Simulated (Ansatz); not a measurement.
# A hypothetical structure for MgNiAg

Starting from a made-up structure for MgNiAg, the aim is the relaxed cell, its shortest contacts and, where a second run follows, its electronic structure.

Main program and level: Ansatz 0.2.0; DFT, PBE, plane-wave PAW, files of the set soft_1, scalar-relativistic, ferromagnetic start, cell and ions relaxed at zero pressure; PAW set soft_1.

### Step 1. The structure

It takes space group P3m1 (No. 156, trigonal). The conventional cell has a = 3.027 Å, b = 3.027 Å, c = 6.926 Å, α = 90.00°, β = 90.00°, γ = 120.00°. Nearest to Ag lie 3 Ni at 2.95 Å and 3 Mg at 3.01 Å and 6 Ag at 3.03 Å. Nearest to Ni lie 3 Mg at 2.73 Å and 3 Ag at 2.95 Å and 6 Ni at 3.03 Å. Nearest to Mg lie 3 Ni at 2.73 Å and 3 Ag at 3.01 Å and 6 Mg at 3.03 Å. Farther neighbours are not listed.

### Step 2. Relaxation of the guess

The guess takes its coordinates from another compound and its volume from a rule, so the cell and any free coordinates are relaxed together.

Contents of input.yaml:

```yaml
crystal:
  lattice:
    - [3.027, 0.0, 0.0]
    - [-1.5135, 2.621458897, 0.0]
    - [0.0, 0.0, 6.926]
  atoms:
    - { symbol: Ag, position: [0.333333333, 0.666666667, 0.994] }
    - { symbol: Ni, position: [0.666666667, 0.333333333, 0.6511], spin: 1.0 }
    - { symbol: Mg, position: [0.0, 0.0, 0.3482] }
magnetization:
  spin_polarized: true
kpoints:
  mp_grid: { grid: [10, 10, 4] }
scf:
  occupations: { method: fermi_dirac, width: 0.05 }
hamiltonian:
  xc: pbe
  pseudopotentials: { kind: paw, azcp: { folder: soft_1 } }
relax:
  f_tol: 0.015
  max_steps: 70
  cell: {}
output:
  forces: true
  stress: true
```

On the command line:

```bash
ansatz run input.yaml --threads 4 --pin off --max-ram 8192MiB --backend cpu --events-out ev --progress --plain --runs-dir out
```

Numbers of over 12 decimals in the logs are rounded to 6 here.

Log:

```text
Engine: ansatz 0.2.0, aarch64-unknown-linux-gnu
Pseudopotentials: kind: paw
Pseudopotential: Ag, paw, valence charge 19, recommended cutoff 420 eV (normal), soft_1/Ag.paw.azcp
Pseudopotential: Ni, paw, valence charge 18, recommended cutoff 420 eV (normal), soft_1/Ni.paw.azcp
Pseudopotential: Mg, paw, valence charge 10, recommended cutoff 420 eV (normal), soft_1/Mg.paw.azcp
Functional definition: PBE
  parameter kappa = 0.804
  parameter beta = 0.066725
  exchange = pbe_x(kappa = kappa, mu = beta*pi^2/3)
  correlation = pbe_c(beta = beta)
Crystal: 3 atoms, lattice volume = 54.959 Å³
Basis set: ecut = 420 eV, 1079 PW (Γ), exchange–correlation on 48×48×96 points (8 copies of the dense FFT grid, shifted against one another)
Bands: 29, of which v1, the nominal top of the filled ones, is band 24 counted from 1 (23 counted from 0)
Symmetry: 6 space group operations
Space group: P3m1 (ITA 156), of the structure as read, at distance tolerance 3.8e-5 Å
Magnetic group: BNS 156.49 (UNI 1279), of the structure as read, at distance tolerance 3.8e-5 Å
k-points: 50 of 400 (time reversal used)
Non-local potential: Ag, projectors of the file, l = 0: 3, l = 1: 2, l = 2: 2, l = 3: 1
Non-local potential: Ni, projectors of the file, l = 0: 3, l = 1: 2, l = 2: 3, l = 3: 1
Non-local potential: Mg, projectors of the file, l = 0: 3, l = 1: 2, l = 2: 1
PAW form: soft (Blöchl's): semilocal exchange-correlation on the pseudo side does not see the compensation charge
PAW one-centre angular grid: Ag, 590 points (default); XC on 64 Gauss nodes
PAW one-centre angular grid: Ni, 590 points (default); XC on 64 Gauss nodes
PAW one-centre angular grid: Mg, 110 points (default); XC on 64 Gauss nodes
Initial density: superposition of atomic densities (chi_scale 0.1, normalization cell, long waves kept (reshape's long-wave potential 0.13 eV rms))
Starting moments: Σ|m| = 1 μB on 1 of 3 sites
Initial wavefunctions: pseudopotential atomic-orbital guess
Functional: x = pbe(κ = 0.804, μ = 0.219515), c = pbe(β = 0.066725)
SCF iter   1: F=—  HF=-15354.109980 eV  |F-HF|=—  |Δ(HF+E_count)|=         —  Δρ=5.16e-2 (↑4.93e-2 ↓5.16e-2)  dr2=1.25e1  dr2_m=3.28e-2  M=0.747 μB ∫|m|=0.900 μB  β_m=0.30  ethr=3.10e-3  ⟨swp⟩=5.4  Hψ=11338  notcnv=0
Mixer restart at iter 1: flushing history
preconditioner: auto → Kerker (q_TF=auto, 2.658 Å⁻¹)  [metal: Δε(μ)=0.034 eV  Ē_g=6.523 eV  σ=0.050 eV  W_gap=0.16  n_scr=22 (ndim 8)  ℏωp=24.0 eV  f_vac=0.000  D(μ)=2.44/eV (n_scr^D=24)]
spin=Collinear: Kerker preconditioning applied to the charge; magnetization (m = ρ↑ − ρ↓) channel mixes plain (no charge-response kernel on spin).
SCF iter   2: F=—  HF=-15353.367040 eV  |F-HF|=—  |Δ(HF+E_count)|=   7.43e-1  Δρ=2.41e-2 (↑1.90e-2 ↓2.41e-2)  dr2=3.76e0  dr2_m=3.27e-2  M=0.710 μB ∫|m|=0.859 μB  β_m=0.40  ethr=3.10e-3  ⟨swp⟩=2.1  Hψ=5369  notcnv=0  defer=31
SCF iter   3: F=—  HF=-15353.536010 eV  |F-HF|=—  |Δ(HF+E_count)|=   1.69e-1  Δρ=1.94e-2 (↑1.02e-2 ↓1.94e-2)  dr2=1.20e0  dr2_m=6.89e-2  M=0.541 μB ∫|m|=0.744 μB  β_m=0.35  ethr=3.10e-3  ⟨swp⟩=2.3  Hψ=4241  notcnv=0  defer=35
SCF iter   4: F=—  HF=-15353.651812 eV  |F-HF|=—  |Δ(HF+E_count)|=   1.16e-1  Δρ=1.74e-2 (↑8.03e-3 ↓1.74e-2)  dr2=4.52e-1  dr2_m=5.14e-2  M=0.365 μB ∫|m|=0.605 μB  β_m=0.46  ethr=2.56e-3  ⟨swp⟩=2.3  Hψ=3810  notcnv=0  defer=40
SCF iter   5: F=—  HF=-15353.615629 eV  |F-HF|=—  |Δ(HF+E_count)|=   3.62e-2  Δρ=2.13e-2 (↑2.13e-2 ↓1.36e-2)  dr2=3.80e-1  dr2_m=8.16e-3  M=0.214 μB ∫|m|=0.419 μB  β_m=0.48  ethr=9.62e-4  ⟨swp⟩=2.9  Hψ=4861  notcnv=0  defer=50
SCF iter   6: F=—  HF=-15353.608678 eV  |F-HF|=—  |Δ(HF+E_count)|=   6.95e-3  Δρ=8.72e-3 (↑8.72e-3 ↓2.19e-3)  dr2=4.12e-2  dr2_m=6.64e-3  M=0.190 μB ∫|m|=0.387 μB  β_m=0.74  ethr=8.08e-4  ⟨swp⟩=2.0  Hψ=4670  notcnv=0  defer=48
SCF iter   7: F=—  HF=-15353.632069 eV  |F-HF|=—  |Δ(HF+E_count)|=         —  Δρ=7.28e-3 (↑7.28e-3 ↓1.36e-3)  dr2=3.38e-2  dr2_m=6.32e-3  M=0.138 μB ∫|m|=0.254 μB  β_m=0.74  ethr=8.77e-5  ⟨swp⟩=2.0  Hψ=4504  notcnv=0  defer=48
Mixer restart at iter 7: flushing history
SCF iter   8: F=—  HF=-15353.637084 eV  |F-HF|=—  |Δ(HF+E_count)|=   5.01e-3  Δρ=1.27e-2 (↑3.95e-3 ↓1.27e-2)  dr2=8.23e-2  dr2_m=1.04e-2  M=0.102 μB ∫|m|=0.194 μB  β_m=0.36  ethr=7.19e-5  ⟨swp⟩=2.0  Hψ=6156  notcnv=0  defer=49  recentre
SCF iter   9: F=—  HF=-15353.629749 eV  |F-HF|=—  |Δ(HF+E_count)|=   7.34e-3  Δρ=5.11e-3 (↑5.11e-3 ↓1.36e-3)  dr2=9.60e-3  dr2_m=4.95e-3  M=0.123 μB ∫|m|=0.224 μB  β_m=0.24  ethr=7.19e-5  ⟨swp⟩=2.1  Hψ=6160  notcnv=0  defer=49
SCF iter  10: F=—  HF=-15353.628855 eV  |F-HF|=—  |Δ(HF+E_count)|=   8.93e-4  Δρ=3.76e-3 (↑1.85e-3 ↓3.76e-3)  dr2=1.92e-3  dr2_m=3.83e-3  M=0.100 μB ∫|m|=0.181 μB  β_m=0.25  ethr=2.04e-5  ⟨swp⟩=2.0  Hψ=4012  notcnv=0  defer=49
SCF iter  11: F=—  HF=-15353.629274 eV  |F-HF|=—  |Δ(HF+E_count)|=   4.19e-4  Δρ=1.61e-3 (↑1.61e-3 ↓1.28e-3)  dr2=2.73e-4  dr2_m=1.03e-3  M=0.083 μB ∫|m|=0.142 μB  β_m=0.54  ethr=4.08e-6  ⟨swp⟩=2.0  Hψ=4673  notcnv=0  defer=49
SCF iter  12: F=—  HF=-15353.629039 eV  |F-HF|=—  |Δ(HF+E_count)|=   2.34e-4  Δρ=9.97e-4 (↑9.97e-4 ↓6.91e-4)  dr2=8.69e-4  dr2_m=1.21e-5  M=0.067 μB ∫|m|=0.108 μB  β_m=0.77  ethr=5.82e-7  ⟨swp⟩=2.0  Hψ=4441  notcnv=0  defer=49
SCF iter  13: F=—  HF=-15353.629220 eV  |F-HF|=—  |Δ(HF+E_count)|=   1.80e-4  Δρ=2.85e-4 (↑2.85e-4 ↓2.77e-4)  dr2=1.27e-4  dr2_m=6.96e-8  M=0.063 μB ∫|m|=0.100 μB  β_m=0.86  ethr=5.82e-7  ⟨swp⟩=2.0  Hψ=4597  notcnv=0  defer=50
SCF iter  14: F=—  HF=-15353.629221 eV  |F-HF|=—  |Δ(HF+E_count)|=   1.40e-6  Δρ=6.12e-5 (↑4.99e-5 ↓6.12e-5)  dr2=7.60e-6  dr2_m=2.85e-8  M=0.062 μB ∫|m|=0.098 μB  β_m=0.87  ethr=2.70e-7  ⟨swp⟩=2.0  Hψ=3411  notcnv=0  defer=50
SCF iter  15: F=—  HF=-15353.629220 eV  |F-HF|=—  |Δ(HF+E_count)|=   5.64e-7  Δρ=1.58e-5 (↑9.13e-6 ↓1.58e-5)  dr2=4.01e-7  dr2_m=7.38e-9  M=0.061 μB ∫|m|=0.097 μB  β_m=0.86  ethr=1.62e-8  ⟨swp⟩=2.0  Hψ=3280  notcnv=0  defer=50
SCF iter  16: F=—  HF=-15353.629220 eV  |F-HF|=—  |Δ(HF+E_count)|=   1.43e-8  Δρ=4.06e-6 (↑2.91e-6 ↓4.06e-6)  dr2=3.70e-8  dr2_m=4.84e-10  M=0.061 μB ∫|m|=0.097 μB  β_m=0.93  ethr=8.53e-10  ⟨swp⟩=1.8  Hψ=3123  notcnv=0  defer=50
SCF iter  17: F=—  HF=-15353.629220 eV  |F-HF|=—  |Δ(HF+E_count)|=   1.75e-9  Δρ=4.19e-6 (↑2.29e-6 ↓4.19e-6)  dr2=2.18e-8  dr2_m=4.96e-10  M=0.062 μB ∫|m|=0.097 μB  β_m=0.92  ethr=7.88e-11  ⟨swp⟩=2.4  Hψ=4689  notcnv=0  defer=50
SCF iter  18: F=—  HF=-15353.629220 eV  |F-HF|=—  |Δ(HF+E_count)|=  6.60e-10  Δρ=2.00e-6 (↑5.34e-7 ↓2.00e-6)  dr2=3.13e-9  dr2_m=3.48e-10  M=0.062 μB ∫|m|=0.097 μB  β_m=0.96  ethr=4.63e-11  ⟨swp⟩=2.0  Hψ=3357  notcnv=0  defer=50
[...]
relax step   4: F+E_penalty+E_count = -15353.90772433 eV  Δ(F+E_penalty+E_count) = -7.049e-5 eV  max|allowed force component| = 2.170e-3 eV/Å  Δτ_max = 0.0018 Å  P = +0.017 GPa  Ω = 47.382 Å³  energy of the carried Pulay correction = +2.144e-3 eV  (10 SCF iters, dr2 threshold 8.35e-8 eV, accepted)
Basis set: ecut = 420 eV, 921 PW (Γ), exchange–correlation on 40×40×90 points (8 copies of the dense FFT grid, shifted against one another)
Initial wavefunctions: pseudopotential atomic-orbital guess (no wavefunctions were taken with the density)
iter 1 solved again at ethr=3.20e-7 eV; its pass at ethr=3.10e-3 eV (dr2=1.50e-4 eV) is discarded
SCF iter   1: F=—  HF=-15353.904916 eV  |F-HF|=—  |Δ(HF+E_count)|=         —  Δρ=3.66e-4 (↑3.65e-4 ↓3.66e-4)  dr2=1.78e-4  dr2_m=1.74e-11  M=-0.000 μB ∫|m|=0.000 μB  β_m=0.65  ethr=3.20e-7  ⟨swp⟩=3.0  Hψ=19034  notcnv=0
preconditioner: auto → none  [metal: Δε(μ)=0.059 eV  Ē_g=8.551 eV  σ=0.050 eV  W_gap=0.28  n_scr=4 (ndim 8)  ℏωp=25.9 eV  f_vac=0.000  D(μ)=1.43/eV (n_scr^D=4)]
SCF iter   2: F=—  HF=-15353.904894 eV  |F-HF|=—  |Δ(HF+E_count)|=   2.18e-5  Δρ=4.31e-4 (↑4.31e-4 ↓4.31e-4)  dr2=4.27e-4  dr2_m=6.76e-12  M=-0.000 μB ∫|m|=0.000 μB  β_m=0.33  ethr=3.20e-7  ⟨swp⟩=2.0  Hψ=5288  notcnv=0
SCF iter   3: F=—  HF=-15353.904871 eV  |F-HF|=—  |Δ(HF+E_count)|=   2.31e-5  Δρ=1.26e-4 (↑1.26e-4 ↓1.26e-4)  dr2=1.85e-5  dr2_m=7.88e-12  M=-0.000 μB ∫|m|=0.000 μB  β_m=0.37  ethr=3.20e-7  ⟨swp⟩=2.2  Hψ=5075  notcnv=0
SCF iter   4: F=—  HF=-15353.904875 eV  |F-HF|=—  |Δ(HF+E_count)|=   3.65e-6  Δρ=2.50e-5 (↑2.50e-5 ↓2.50e-5)  dr2=1.01e-6  dr2_m=2.69e-12  M=-0.000 μB ∫|m|=0.000 μB  β_m=0.41  ethr=3.93e-8  ⟨swp⟩=1.0  Hψ=2900  notcnv=0
SCF iter   5: F=—  HF=-15353.904882 eV  |F-HF|=—  |Δ(HF+E_count)|=   7.05e-6  Δρ=2.66e-5 (↑2.66e-5 ↓2.64e-5)  dr2=1.44e-6  dr2_m=2.07e-12  M=-0.000 μB ∫|m|=0.000 μB  β_m=0.41  ethr=2.14e-9  ⟨swp⟩=2.0  Hψ=3458  notcnv=0
SCF iter   6: F=—  HF=-15353.904888 eV  |F-HF|=—  |Δ(HF+E_count)|=   6.38e-6  Δρ=1.84e-5 (↑1.84e-5 ↓1.83e-5)  dr2=7.77e-7  dr2_m=1.61e-12  M=-0.000 μB ∫|m|=0.000 μB  β_m=0.41  ethr=2.14e-9  ⟨swp⟩=2.1  Hψ=4505  notcnv=0
SCF iter   7: F=—  HF=-15353.904892 eV  |F-HF|=—  |Δ(HF+E_count)|=   4.01e-6  Δρ=1.04e-5 (↑1.04e-5 ↓1.04e-5)  dr2=3.08e-7  dr2_m=4.86e-13  M=-0.000 μB ∫|m|=0.000 μB  β_m=0.42  ethr=1.65e-9  ⟨swp⟩=2.1  Hψ=4232  notcnv=0
SCF iter   8: F=—  HF=-15353.904894 eV  |F-HF|=—  |Δ(HF+E_count)|=   2.29e-6  Δρ=6.13e-6 (↑6.13e-6 ↓6.11e-6)  dr2=6.27e-8  dr2_m=3.76e-14  M=-0.000 μB ∫|m|=0.000 μB  β_m=0.45  ethr=6.55e-10  ⟨swp⟩=2.0  Hψ=5061  notcnv=0
SCF iter   9: F=—  HF=-15353.904895 eV  |F-HF|=—  |Δ(HF+E_count)|=   5.19e-7  Δρ=2.60e-6 (↑2.60e-6 ↓2.58e-6)  dr2=1.03e-8  dr2_m=2.81e-14  M=-0.000 μB ∫|m|=0.000 μB  β_m=0.68  ethr=1.33e-10  ⟨swp⟩=2.1  Hψ=5300  notcnv=0
SCF iter  10: F=—  HF=-15353.904895 eV  |F-HF|=—  |Δ(HF+E_count)|=   7.07e-8  Δρ=6.80e-7 (↑6.80e-7 ↓6.76e-7)  dr2=6.97e-10  dr2_m=2.32e-15  M=-0.000 μB ∫|m|=0.000 μB  β_m=0.62  ethr=2.20e-11  ⟨swp⟩=2.2  Hψ=5314  notcnv=0
SCF iter  11: F=—  HF=-15353.904895 eV  |F-HF|=—  |Δ(HF+E_count)|=  1.38e-10  Δρ=5.36e-7 (↑5.36e-7 ↓5.36e-7)  dr2=5.48e-10  dr2_m=1.19e-16  M=-0.000 μB ∫|m|=0.000 μB  β_m=0.48  ethr=1.48e-12  ⟨swp⟩=2.4  Hψ=5400  notcnv=0
SCF iter  12: F=—  HF=-15353.904895 eV  |F-HF|=—  |Δ(HF+E_count)|=  8.11e-10  Δρ=1.67e-7 (↑1.67e-7 ↓1.67e-7)  dr2=5.33e-11  dr2_m=9.75e-17  M=-0.000 μB ∫|m|=0.000 μB  β_m=0.73  ethr=1.17e-12  ⟨swp⟩=2.0  Hψ=3810  notcnv=0
SCF iter  13: F=—  HF=-15353.904895 eV  |F-HF|=—  |Δ(HF+E_count)|=  1.13e-10  Δρ=1.00e-7 (↑9.95e-8 ↓1.00e-7)  dr2=1.68e-11  dr2_m=5.39e-17  M=-0.000 μB ∫|m|=0.000 μB  β_m=0.71  ethr=1.00e-12  ⟨swp⟩=2.0  Hψ=3198  notcnv=0
SCF iter  14: F=-15353.904895 eV  HF=-15353.904895 eV  |F-HF|=1.82e-12  |Δ(HF+E_count)|=  2.18e-11  Δρ=2.41e-8 (↑2.39e-8 ↓2.41e-8)  dr2=1.08e-12  dr2_m=4.91e-18  M=-0.000 μB ∫|m|=0.000 μB  ethr=1.00e-12  ⟨swp⟩=4.2  Hψ=12596  notcnv=0
the starting moments were not kept: the SCF closed with an absolute magnetisation of 6.3e-9 μB, where they sum to 1 μB in size (1 site). That is at most 0.1 of that sum. Measured as dr2_m measures the in/out step, that magnetisation stands 6.2e-17 eV from none, at or under the dr2_threshold of 3.0e-11 eV: it is no larger than a step whose dr2_m would equal this threshold.
SCF 5 converged in 14 iterations: F = -15353.904895 eV  dr2 = 1.08e-12
  greatest PAW one-centre occupation: 1.002 electrons in one spin orbital (limit 2), on the Ag atom at site 0 (counted from 0), in its partial waves of l = 0
relax step   5: F+E_penalty+E_count = -15353.90489504 eV  Δ(F+E_penalty+E_count) = +2.829e-3 eV  max|allowed force component| = 3.405e-3 eV/Å  Δτ_max = 0.0000 Å  P = +0.036 GPa  Ω = 47.382 Å³  stress off target by 3.77e-2 GPa  SCF on the basis re-selected at this cell (its energy is not comparable with the rows above)  (14 SCF iters)
basis re-selected at this cell: Δ(F+E_penalty+E_count) = +2.829e-3 eV, ΔP = +0.019 GPa vs the last step (what re-selecting the basis moved, of the pressure what is left beyond the Pulay correction that the steps carried, after the strain that the cell walked since its last selection, with what the two solves' SCF thresholds leave and, on support functions, any second-order correction that the steps lacked; it is no measure of the basis error at this ecutwfc). The dense FFT grid was sized anew with the basis: this SCF ran on 20×20×45 points, the steps before it on 24×24×48, so part of this shift can come from that change (see relax.cell in the input reference). [rest of the remark cut]
SCF converged after 14 iterations
Magnetization: -0.0000 μB (23.5000 up, 23.5000 down)
Absolute magnetization: 0.0000 μB (∫|ρ↑−ρ↓|, with the PAW one-centre terms)
Spin contamination: 0.0000 ħ² per cell (⟨S²⟩ above its minimum at these occupations)
Per-site moments (μB) at R_I (Å): [(1.6569999631852073e-11, 1.124727), (-4.3803510193426926e-9, 1.071300), (1.9017902497128193e-10, 1.071300)]
Free energy (F): -15353.904895 eV
Harris-Foulkes:  -15353.904895 eV  (|F-HF|=1.82e-12)
Internal energy: -15353.892442 eV  (E = F + TS)
E sigma→0 (E₀):  -15353.898668 eV
Entropy (-TS):   -0.012453 eV (-4.151 meV/atom)
Fermi energy:    12.965049 eV
--- Per-component energies (eV) ---
  E_band       = -964.938729
  E_kinetic    = 877.200409
  E_local      = -7567.477671  (includes V_loc(G=0)·N_el)
  E_nonlocal   = 111.075820
  E_hartree    = 3570.835503
  E_xc         = -297.718880
  E_vxc        = -380.157543  (∫ρ·V_xc dr)
  E_paw        = -5915.630879  (= ΣΔE_a)
  E_vpaw       = -1147.251933  (= ΣTr[D̂ρ^β])
  E_aug_tail   = 0.001106  (compensation charges beyond the density's cutoff)
  E_ewald      = -6132.177850
  E_smearing   = -0.012453  (= −TS)
  E_closure    = 0.000000  (closes the sum)
  Σ components = -15353.904895   (vs F -15353.904895, Δ=0.00e0)
--- Forces (eV/Å), atoms counted from 1 ---
  atom   1  Ag     0.00000000    -0.00000000     0.00340515
  atom   2  Ni     0.00000000    -0.00000000    -0.00245808
  atom   3  Mg     0.00000000     0.00000000    -0.00094733
  max |Σ_I F_I| component: 2.54e-7 eV/Å
--- Stress (GPa, compression-positive) ---
        0.037678       0.000000      -0.000000
       -0.000000       0.037678       0.000000
        0.000000      -0.000000       0.031615
  P = ⅓ Tr σ = 0.0357 GPa (0.357 kbar)
--- Relaxed structure (4 steps of the walk, 4 accepted, 1 SCFs on fresh bases) ---
  F+E_penalty+E_count = -15353.90489504 eV   max|allowed force component| = 3.405e-3 eV/Å   (the final SCF, on the basis selected at the relaxed cell)
  cell:  # Å, volume = 47.3819 Å³
    - [2.893095, -9.910968052760893e-18, 0]
    - [-1.446547, 2.505494, 0]
    - [0, 0, 6.536662]
  atoms:
    - { symbol: Ag, position: [0.333333, 0.666667, 0.985640] }
    - { symbol: Ni, position: [0.666667, 0.333333, 0.655948] }
    - { symbol: Mg, position: [0, 0, 0.351712] }
```

It took 32 s on 4 threads of Arm Neoverse V1, shared host; peak memory 0.44 GiB.

The steps of the relaxation:

| step | energy less that of the first step (eV) | largest force component (eV/Å) | pressure (GPa) | volume (Å³) |
| --- | --- | --- | --- | --- |
| 1 | 0.0000 | 0.3735 | -9.16 | 54.96 |
| 2 | -0.2727 | 0.1652 | -0.23 | 47.45 |
| 3 | -0.2784 | 0.0150 | -0.02 | 47.39 |
| 4 | -0.2785 | 0.0022 | 0.02 | 47.38 |
| 5* | -0.2757 | 0.0034 | 0.04 | 47.38 |

Relaxation steps marked * repeat the geometry before them on a plane-wave basis chosen anew for their cell, so energy and pressure can jump there.

Forces are held to the 6 operations that the run works with; a distortion that breaks them can't arise in this run.

| conventional cell, symmetrised | before | after | change |
| --- | --- | --- | --- |
| a (Å) | 3.027 | 2.893 | -4.4 % |
| b (Å) | 3.027 | 2.893 | -4.4 % |
| c (Å) | 6.926 | 6.537 | -5.6 % |
| volume (Å³/atom) | 18.32 | 15.79 | -13.8 % |

The atoms that moved most (Å, as changes of fractional coordinates times the final cell):

| atom | dx | dy | dz | length |
| --- | --- | --- | --- | --- |
| Ag1 | 0.000 | 0.000 | -0.055 | 0.055 |
| Ni2 | 0.000 | 0.000 | 0.032 | 0.032 |
| Mg3 | 0.000 | 0.000 | 0.023 | 0.023 |

The relaxed structure:

```cif
data_structure
_symmetry_space_group_name_H-M 'P 1'
_symmetry_Int_Tables_number 1
_cell_length_a 2.8931
_cell_length_b 2.8931
_cell_length_c 6.5367
_cell_angle_alpha 90.000
_cell_angle_beta 90.000
_cell_angle_gamma 120.000
_cell_volume 47.38
loop_
_atom_site_label
_atom_site_type_symbol
_atom_site_fract_x
_atom_site_fract_y
_atom_site_fract_z
_atom_site_occupancy
Ag1 Ag 0.33333 0.66667 0.98564 1
Ni2 Ni 0.66667 0.33333 0.65595 1
Mg3 Mg 0.00000 0.00000 0.35171 1
```

This step gave:

| Quantity | Value |
| --- | --- |
| free energy | -15353.9049 eV |
| energy at zero smearing | -15353.8987 eV |
| smearing term TS | 0.01245 eV |
| Fermi energy | 12.97 eV |
| electrons | 47 |
| symmetry operations | 6 |
| pressure | 0.03566 GPa |

Shortest distances by pair of elements, guess and relaxed (not always the same contact):

| pair | guess (Å) | relaxed (Å) |
| --- | --- | --- |
| Mg–Ni | 2.730 | 2.597 |
| Ag–Ni | 2.949 | 2.727 |
| Ag–Ag | 3.027 | 2.893 |
| Ni–Ni | 3.027 | 2.893 |
| Mg–Mg | 3.027 | 2.893 |

The relaxation ends with a largest force component of 0.0034 eV/Å and a pressure of 0.04 GPa. The starting moments have collapsed: the run ends non-magnetic.

### Step 3. Outcome

* space group, relaxed: P3m1
* conventional cell: a = 2.893, b = 2.893, c = 6.537 Å; α = 90.0°, β = 90.0°, γ = 120.0°
* volume per atom: 15.79 Å³ (guess 18.32)
* total moment: 0.00 μB in the cell of 3 atoms

MgNiAg relaxes to P3m1 with a = 2.893, b = 2.893 and c = 6.537 Å. The guessed volume was 16 % too large. The space group P3m1 was held in the relaxation, so the end point is a stationary structure within it and may be a saddle against distortions or other arrangements. The moments died out from this one start and weren't seeded again at the relaxed cell. Mesh and cutoff weren't tested. No dispersion term is used, so weakly bound directions may come out too long. Nothing here tests whether the compound is stable against decomposition.

[Logs are printed without paths, hosts, clocks, repeated set-up lines and the standing remarks that a program may print on its own settings, such as how far it seeks lower states.]

[Hosts, paths, dates, database ids (printed as entryN), source tags and the programs' standing remarks are cut or masked in the printed files.]
